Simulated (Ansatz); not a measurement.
## How NaF (Villiaumite, Fm-3m) expands on warming

Wanted: α(T), C_P(T) and B(T) of NaF (Villiaumite) in the quasi-harmonic approximation.

What experiment has found for this phase:
- volume expansion coefficient 95.1 1e-6/K and heat capacity C_P per formula unit 46.9 J/mol/K near room temperature (given in “High-Throughput Prediction of Finite-Temperature Properties using the Quasi-Harmonic Approximation”, 2016, arXiv:1603.06924)
- volume expansion coefficient 102.6 1e-6/K near room temperature (given in “Descriptors for thermal expansion in solids”, 2017, arXiv:1701.03966)

Program: Ansatz 0.2.0. Level of theory: DFT r2SCAN, scalar-relativistic, plane waves, PAW. Values are calculated unless marked as measured.

## (1) Set-up

Symmetry: Fm-3m, No. 225, cubic system. Conventional cell: a = 4.640 Å, b = 4.640 Å, c = 4.640 Å, α = 90.00°, β = 90.00°, γ = 90.00°. Nearest to Na lie 6 F at 2.32 Å. Nearest to F lie 6 Na at 2.32 Å. Farther neighbours, and contacts between anions beyond the nearest, are not listed.

Structure file:

```cif
data_structure
_symmetry_space_group_name_H-M 'Fm-3m'
_symmetry_Int_Tables_number 225
_cell_length_a 4.6400
_cell_length_b 4.6400
_cell_length_c 4.6400
_cell_angle_alpha 90.000
_cell_angle_beta 90.000
_cell_angle_gamma 90.000
_cell_volume 99.90
loop_
_atom_site_label
_atom_site_type_symbol
_atom_site_symmetry_multiplicity
_atom_site_Wyckoff_symbol
_atom_site_fract_x
_atom_site_fract_y
_atom_site_fract_z
_atom_site_occupancy
Na1 Na 4 a 0.00000 0.00000 0.00000 1
F1 F 4 b 0.50000 0.00000 0.00000 1
```

## (2) A first coarse run

Before spending time, one coarse run tells the gap and the pressure of the starting cell.

File input.yaml:

```yaml
crystal:
  lattice:
    - [0.0, 2.32, 2.32]
    - [2.32, 0.0, 2.32]
    - [2.32, 2.32, 0.0]
  atoms:
    - { symbol: Na, position: [0.0, 0.0, 0.0] }
    - { symbol: F, position: [0.5, 0.5, 0.5] }
kpoints:
  mp_grid: { grid: [6, 6, 6] }
hamiltonian:
  xc: r2scan
scf:
  occupations: { method: gaussian, width: 0.1 }
  lower_state_search: "off"
output:
  forces: true
  stress: true
  eigenvalues: true
```

Launch:

```bash
$ ansatz run input.yaml --threads 4 --pin off --max-ram 16384MiB --backend cpu --events-out ev --progress --plain --runs-dir out
```

Log:

```text
Engine: ansatz 0.2.0, aarch64-unknown-linux-gnu
Pseudopotentials: kind: paw
Pseudopotential: Na, paw, valence charge 9, recommended cutoff 500 eV (meta_gga), Na.paw.azcp
Pseudopotential: F, paw, valence charge 7, recommended cutoff 500 eV (meta_gga), F.paw.azcp
Functional definition: r2SCAN
  parameter k0 = 0.174
  parameter k1 = 0.065
  parameter a1 = 4.9479
  exchange = r2scan_x(k0 = k0, k1 = k1, a1 = a1)
  correlation = r2scan_c
Crystal: 2 atoms, lattice volume = 24.974 Å³
Basis set: ecut = 500 eV, 609 PW (Γ), exchange–correlation on 96×96×96 points (64 copies of the dense FFT grid, shifted against one another)
Bands: 12, of which v1, the nominal top of the filled ones, is band 8 counted from 1 (7 counted from 0)
Symmetry: 48 space group operations
Space group: Fm-3m (ITA 225), of the structure as read, at distance tolerance 2.9e-5 Å
k-points: 16 of 216
Non-local potential: Na, projectors of the file, l = 0: 3, l = 1: 2, l = 2: 1
Non-local potential: F, projectors of the file, l = 0: 2, l = 1: 2, l = 2: 1
PAW form: soft (Blöchl's): semilocal exchange-correlation on the pseudo side does not see the compensation charge
PAW frozen core: Na, regenerated for the run's functional (the file was generated under x = pbe(κ = 0.804, μ = 0.219515), c = pbe(β = 0.066725))
PAW frozen core: F, regenerated for the run's functional (the file was generated under x = pbe(κ = 0.804, μ = 0.219515), c = pbe(β = 0.066725))
PAW one-centre angular grid: Na, 302 points (default); XC on 339 of its mesh's 2595 points in the sphere
PAW one-centre angular grid: F, 302 points (default); XC on 160 Gauss nodes
Initial density: superposition of atomic densities (neutral atoms: chi_scale 0, normalization atom), corrected by the library's trained network
Initial wavefunctions: pseudopotential atomic-orbital guess
Functional: x = r2scan, c = r2scan; τ floored in thin density (d = 2e-4 eV/Å³)
SCF iter   1: F=-2301.361551 eV  HF=-2301.338304 eV  |F-HF|=2.32e-2  |Δ(HF+E_count)|=         —  Δρ=9.64e-3  dr2=1.45e-2  dr2_τ=2.69e-2  ethr=1.77e-3  ⟨swp⟩=5.0  Hψ=1151  notcnv=0
preconditioner: auto → none  [insulator: Δε(μ)=7.333 eV  Ē_g=28.135 eV  σ=0.100 eV  W_gap=1.00  n_scr=8 (ndim 8)  ℏωp=27.8 eV  f_vac=0.108  D(μ)=0.00/eV (n_scr^D=0)  ε∞_Penn≈2.0]
SCF iter   2: F=-2301.368894 eV  HF=-2301.369152 eV  |F-HF|=2.58e-4  |Δ(HF+E_count)|=   3.08e-2  Δρ=3.91e-3  dr2=1.01e-3  dr2_τ=4.80e-4  ethr=9.03e-5  ⟨swp⟩=2.0  Hψ=562  notcnv=0
SCF iter   3: F=-2301.369171 eV  HF=-2301.369253 eV  |F-HF|=8.22e-5  |Δ(HF+E_count)|=   1.01e-4  Δρ=1.14e-3  dr2=2.38e-4  dr2_τ=4.23e-5  ethr=6.29e-6  ⟨swp⟩=2.1  Hψ=370  notcnv=0
SCF iter   4: F=-2301.369225 eV  HF=-2301.369227 eV  |F-HF|=2.01e-6  |Δ(HF+E_count)|=   2.60e-5  Δρ=5.21e-4  dr2=1.60e-5  dr2_τ=4.99e-6  ethr=1.49e-6  ⟨swp⟩=2.1  Hψ=293  notcnv=0
SCF iter   5: F=-2301.369228 eV  HF=-2301.369228 eV  |F-HF|=1.30e-7  |Δ(HF+E_count)|=   9.81e-7  Δρ=3.44e-5  dr2=4.79e-8  dr2_τ=3.73e-8  ethr=1.00e-7  ⟨swp⟩=2.8  Hψ=302  notcnv=0
SCF iter   6: F=-2301.369228 eV  HF=-2301.369228 eV  |F-HF|=1.83e-9  |Δ(HF+E_count)|=   1.43e-7  Δρ=5.54e-6  dr2=3.00e-9  dr2_τ=6.21e-10  ethr=3.00e-10  ⟨swp⟩=2.0  Hψ=653  notcnv=0
SCF 1 converged in 6 iterations: F = -2301.369228 eV  dr2 = 3.00e-9
  greatest PAW one-centre occupation: 1.000 electrons in one spin orbital (limit 2), on the Na atom at site 0 (counted from 0), in its partial waves of l = 0
SCF converged after 6 iterations
Free energy (F): -2301.369228 eV
Harris-Foulkes:  -2301.369228 eV  (|F-HF|=1.83e-9)
Internal energy: -2301.369228 eV  (E = F + TS)
E sigma→0 (E₀):  -2301.369228 eV
Fermi energy:    3.914275 eV
--- Per-component energies (eV) ---
  E_band       = -252.915540
  E_kinetic    = 330.616229
  E_local      = -1699.184958  (includes V_loc(G=0)·N_el)
  E_nonlocal   = 188.766814
  E_hartree    = 604.320060
  E_xc         = -117.280214
  E_vxc        = -173.504068  (∫ρ·V_xc dr)
  E_paw        = -470.639709  (= ΣΔE_a)
  E_vpaw       = -122.026830  (= ΣTr[D̂ρ^β])
  E_aug_tail   = 0.001111  (compensation charges beyond the density's cutoff)
  E_vtau       = 13.778004  (kinetic-family band-sum trace: ∫τ·v_τ [+ j·A + Jᵃ·Aᵃ] dr)
  E_ewald      = -1137.910901
  E_core_change = -0.057659  (= ΣΔE_core)
  E_smearing   = -0.000000  (= −TS)
  E_closure    = 0.000000  (closes the sum)
  Σ components = -2301.369228   (vs F -2301.369228, Δ=0.00e0)
--- Forces (eV/Å), atoms counted from 1 ---
  atom   1  Na    -0.00000000    -0.00000000     0.00000000
  atom   2  F      0.00000000    -0.00000000     0.00000000
  max |Σ_I F_I| component: 3.55e-29 eV/Å
--- Stress (GPa, compression-positive) ---
       -1.501867      -0.000000      -0.000000
        0.000000      -1.501867      -0.000000
       -0.000000       0.000000      -1.501867
  P = ⅓ Tr σ = -1.5019 GPa (-15.019 kbar)
--- Band table (eV; the first three rows and the last of 16) ---
  k-point 0: bands = [... 4 lower, -19.0456, 0.3571, 0.3571, 0.3571, 7.4699, 20.3964, 20.3964, 20.3964]
  k-point 1: bands = [... 4 lower, -18.8981, -0.1051, 0.2932, 0.2932, 8.3927, 17.7600, 20.8243, 20.8243]
  k-point 2: bands = [... 4 lower, -18.6658, -0.8604, 0.1679, 0.1679, 10.3991, 15.2373, 21.5506, 21.5506]
  k-point 15: bands = [... 4 lower, -18.8834, -0.7088, -0.2827, -0.1617, 14.3938, 14.4276, 16.1657, 19.2711]
```

It took 1.2 s on 4 threads of Arm Neoverse V1, shared host; peak memory 0.31 GiB; 2.2 s of CPU time.

A gap read on the k-mesh alone can miss the band edges.

Read from the output:

```yaml
pressure: -1.502 GPa
gap_on_the_k_mesh: 7.113 eV
volume_per_atom: 12.49 Å³/atom
```

The start is under -1.5 GPa at this level and looks like an insulator or semiconductor on this mesh.

## (3) Relaxation

Phonons are second derivatives about a minimum, so cell and atoms are relaxed first, inside the symmetry of the start.

input.yaml, the sections that differ from step 2:

```yaml
kpoints:
  mp_grid: { grid: [8, 8, 8] }
scf:
  occupations: { method: gaussian, width: 0.02 }
  lower_state_search: "off"
relax:
  adjacent_minimum: "off"
  f_tol: 0.005
  max_steps: 80
  cell: { stress_tol: 0.05 }
# crystal, hamiltonian, output: as in step 2
```

Log:

```text
[...]
Crystal: 2 atoms, lattice volume = 24.974 Å³
Basis set: ecut = 500 eV, 609 PW (Γ), exchange–correlation on 96×96×96 points (64 copies of the dense FFT grid, shifted against one another)
Bands: 12, of which v1, the nominal top of the filled ones, is band 8 counted from 1 (7 counted from 0)
Symmetry: 48 space group operations
[...]
k-points: 29 of 512
[...]
SCF iter   1: F=-2301.361395 eV  HF=-2301.338188 eV  |F-HF|=2.32e-2  |Δ(HF+E_count)|=         —  Δρ=9.66e-3  dr2=1.45e-2  dr2_τ=2.69e-2  ethr=1.77e-3  ⟨swp⟩=5.9  Hψ=2118  notcnv=0
[...]
SCF iter   6: F=-2301.369250 eV  HF=-2301.369250 eV  |F-HF|=2.35e-9  |Δ(HF+E_count)|=   1.41e-7  Δρ=6.01e-6  dr2=3.58e-9  dr2_τ=6.68e-10  ethr=3.00e-10  ⟨swp⟩=2.0  Hψ=1180  notcnv=0
SCF 1 converged in 6 iterations: F = -2301.369250 eV  dr2 = 3.58e-9
[...]
relax step   1: F+E_penalty+E_count = -2301.36924975 eV  Δ(F+E_penalty+E_count) = +0.000e0 eV  max|allowed force component| = 1.504e-29 eV/Å  Δτ_max = 0.0000 Å  P = -1.503 GPa  Ω = 24.974 Å³  (6 SCF iters, dr2 threshold 1.00e-7 eV, accepted)
Crystal: 2 atoms, lattice volume = 24.703 Å³
[...]
iter 1 solved again at ethr=1.16e-6 eV; its pass at ethr=3.10e-3 eV (dr2=1.86e-4 eV) is discarded
[...]
SCF iter   5: F=-2301.371490 eV  HF=-2301.371490 eV  |F-HF|=4.86e-10  |Δ(HF+E_count)|=   1.04e-8  Δρ=6.71e-6  dr2=4.27e-9  dr2_τ=1.22e-9  ethr=1.25e-9  ⟨swp⟩=5.0  Hψ=1550  notcnv=0
SCF 2 converged in 5 iterations: F = -2301.371490 eV  dr2 = 4.27e-9
relax step   2: F+E_penalty+E_count = -2301.37149008 eV  Δ(F+E_penalty+E_count) = -2.240e-3 eV  max|allowed force component| = 1.943e-29 eV/Å  Δτ_max = 0.0000 Å  P = -0.978 GPa  Ω = 24.703 Å³  energy of the carried Pulay correction = +1.370e-4 eV  (5 SCF iters, dr2 threshold 2.00e-7 eV, accepted)
Crystal: 2 atoms, lattice volume = 24.214 Å³
[...]
SCF iter   5: F=-2301.373180 eV  HF=-2301.373180 eV  |F-HF|=1.56e-9  |Δ(HF+E_count)|=   1.32e-8  Δρ=1.24e-5  dr2=1.49e-8  dr2_τ=4.95e-9  ethr=1.25e-9  ⟨swp⟩=5.0  Hψ=1572  notcnv=0
SCF 3 converged in 5 iterations: F = -2301.373180 eV  dr2 = 1.49e-8
relax step   3: F+E_penalty+E_count = -2301.37318045 eV  Δ(F+E_penalty+E_count) = -1.690e-3 eV  max|allowed force component| = 9.549e-30 eV/Å  Δτ_max = 0.0000 Å  P = +0.059 GPa  Ω = 24.214 Å³  energy of the carried Pulay correction = +3.909e-4 eV  (5 SCF iters, dr2 threshold 2.00e-7 eV, accepted)
[...]
relax step   4: F+E_penalty+E_count = -2301.37317077 eV  Δ(F+E_penalty+E_count) = +9.685e-6 eV  max|allowed force component| = 6.327e-30 eV/Å  Δτ_max = 0.0000 Å  P = -0.003 GPa  Ω = 24.241 Å³  energy of the carried Pulay correction = +3.766e-4 eV  (4 SCF iters, dr2 threshold 8.61e-9 eV, accepted)
[...]
SCF iter   5: F=-2301.372739 eV  HF=-2301.372739 eV  |F-HF|=1.55e-11  |Δ(HF+E_count)|=  3.42e-10  Δρ=4.07e-7  dr2=7.01e-12  dr2_τ=1.08e-11  ethr=1.00e-12  ⟨swp⟩=5.0  Hψ=1355  notcnv=0
SCF 5 converged in 5 iterations: F = -2301.372739 eV  dr2 = 7.01e-12
relax step   5: F+E_penalty+E_count = -2301.37273937 eV  Δ(F+E_penalty+E_count) = +4.314e-4 eV  max|allowed force component| = 5.374e-30 eV/Å  Δτ_max = 0.0000 Å  P = +0.012 GPa  Ω = 24.241 Å³  stress off target by 1.17e-2 GPa  SCF on the basis re-selected at this cell (its energy is not comparable with the rows above)  (5 SCF iters)
basis re-selected at this cell: Δ(F+E_penalty+E_count) = +4.314e-4 eV, ΔP = +0.015 GPa vs the last step (what re-selecting the basis moved, of the pressure what is left beyond the Pulay correction that the steps carried, after the strain that the cell walked since its last selection, with what the two solves' SCF thresholds leave and, on support functions, any second-order correction that the steps lacked; it is no m [...]
SCF converged after 5 iterations
Free energy (F): -2301.372739 eV
[...]
Internal energy: -2301.372739 eV  (E = F + TS)
E sigma→0 (E₀):  -2301.372739 eV
Fermi energy:    4.217679 eV
[...]
--- Stress (GPa, compression-positive) ---
        0.011749      -0.000000      -0.000000
       -0.000000       0.011749      -0.000000
       -0.000000      -0.000000       0.011749
  P = ⅓ Tr σ = 0.0117 GPa (0.117 kbar)
--- Band table (eV; the first three rows and the last of 29) ---
  k-point 0: bands = [... 4 lower, -18.7356, 0.5765, 0.5765, 0.5765, 7.8588, 20.8379, 20.8379, 20.8379]
  k-point 1: bands = [... 4 lower, -18.6464, 0.2850, 0.5366, 0.5366, 8.4122, 18.9474, 21.1027, 21.1027]
  k-point 2: bands = [... 4 lower, -18.4636, -0.3206, 0.4417, 0.4417, 9.7616, 16.8210, 21.7180, 21.7180]
  k-point 28: bands = [... 4 lower, -18.5194, -0.3170, -0.3170, -0.0069, 14.8414, 14.8414, 17.4015, 18.9404]
--- Relaxed structure (4 steps of the walk, 4 accepted, 1 SCFs on fresh bases) ---
  F+E_penalty+E_count = -2301.37273937 eV   max|allowed force component| = 5.374e-30 eV/Å   (the final SCF, on the basis selected at the relaxed cell)
  cell:  # Å, volume = 24.2411 Å³
    - [0, 2.297068, 2.297068]
    - [2.297068, 0, 2.297068]
    - [2.297068, 2.297068, 0]
  atoms:
    - { symbol: Na, position: [0, 0, 0] }
    - { symbol: F, position: [0.5, 0.5, 0.5] }
```

Elapsed: 2.8 s, on 4 threads; peak memory 0.34 GiB; 8.6 s of CPU time.

The steps of the relaxation:

```csv
step,energy less that of the first step (eV),largest force component (eV/Å),pressure (GPa),volume (Å³)
1,0.0000,0.0000,-1.50,24.97
2,-0.0022,0.0000,-0.98,24.70
3,-0.0039,0.0000,0.06,24.21
4,-0.0039,0.0000,0.00,24.24
5*,-0.0035,0.0000,0.01,24.24
```

Relaxation steps marked * repeat the geometry before them on a plane-wave basis chosen anew for their cell, so energy and pressure can jump there.

The run keeps the 48 symmetry operations that the program found, so distortions that break them were not tested.

| conventional cell, symmetrised | before | after | change |
| --- | --- | --- | --- |
| a (Å) | 4.640 | 4.594 | -1.0 % |
| b (Å) | 4.640 | 4.594 | -1.0 % |
| c (Å) | 4.640 | 4.594 | -1.0 % |
| volume (Å³/atom) | 12.49 | 12.12 | -2.9 % |

Final coordinates:

```xyz
2
Lattice="0.0000 2.2971 2.2971 2.2971 0.0000 2.2971 2.2971 2.2971 0.0000" Properties=species:S:1:pos:R:3 pbc="T T T"
Na    0.0000    0.0000    0.0000
F     2.2971    2.2971    2.2971
```

Read from the output:

* pressure: 0.01175 GPa
* gap on the k-mesh: 7.282 eV
* volume per atom: 12.12 Å³/atom

The relaxation ends with a pressure of 0.01 GPa.

## (4) Tight relaxation

The thresholds are tightened for a last relaxation ahead of the phonons.

input.yaml, the sections that differ from step 3:

```yaml
crystal:
  lattice:
    - [0.0, 2.2970683946, 2.2970683946]
    - [2.2970683946, 0.0, 2.2970683946]
    - [2.2970683946, 2.2970683946, 0.0]
  atoms:
    - { symbol: Na, position: [0.0, 0.0, 0.0] }
    - { symbol: F, position: [0.5, 0.5, 0.5] }
scf:
  occupations: { method: fixed }
  lower_state_search: "off"
relax:
  adjacent_minimum: "off"
  f_tol: 0.001
  max_steps: 60
  cell: { stress_tol: 0.01 }
# kpoints, hamiltonian, output: as in step 3
```

Log:

```text
[...]
Crystal: 2 atoms, lattice volume = 24.241 Å³
Basis set: ecut = 500 eV, 609 PW (Γ), exchange–correlation on 96×96×96 points (64 copies of the dense FFT grid, shifted against one another)
Bands: 12, of which v1, the nominal top of the filled ones, is band 8 counted from 1 (7 counted from 0)
Symmetry: 48 space group operations
[...]
k-points: 29 of 512
[...]
k-point 28: bands = [... 4 lower, -18.5202, -0.3175, -0.3175, -0.0074, 14.8403, 14.8403, 17.4000, 18.9389]
--- Relaxed structure (2 steps of the walk, 2 accepted, 1 SCFs on fresh bases) ---
[...]
cell:  # Å, volume = 24.2429 Å³
    - [0, 2.297126, 2.297126]
    - [2.297126, 0, 2.297126]
    - [2.297126, 2.297126, 0]
  atoms:
    - { symbol: Na, position: [0, 0, 0] }
    - { symbol: F, position: [0.500000, 0.500000, 0.500000] }
[key lines of the parts left out:]
SCF converged after 4 iterations
Free energy (F): -2301.372739 eV
Fermi energy:    0.575959 eV
P = ⅓ Tr σ = 0.0077 GPa (0.077 kbar)
```

The job ended after 1.7 s (4 threads; peak memory 0.34 GiB; 5.1 s of CPU time).

Little changed from the start: no atom moved by 0.005 Å and no cell edge by 0.1 %.

Read from the output:

* pressure: 0.007652 GPa

The residual pressure is 0.0077 GPa, small enough for phonons.

[end of part 1 of 2]

[Long decimals in the printed logs are rounded to 6 places.]

[Logs are printed without paths, hosts, clocks, repeated set-up lines and the standing remarks that a program may print on its own settings, such as how far it seeks lower states.]

[Hosts, paths, dates, database ids (printed as entryN), source tags and the programs' standing remarks are cut or masked in the printed files.]

[Where the starting crystal was built by hand or by swapping elements, it need not be the compound's stable phase.]

[A step with changed settings may run another functional than the one named; its input shows which.]

[Pressures of single members of a volume series are the stress at the run's cutoff; with an incomplete basis they can lie off −dE/dV of the same runs, and they are not shown converged.]
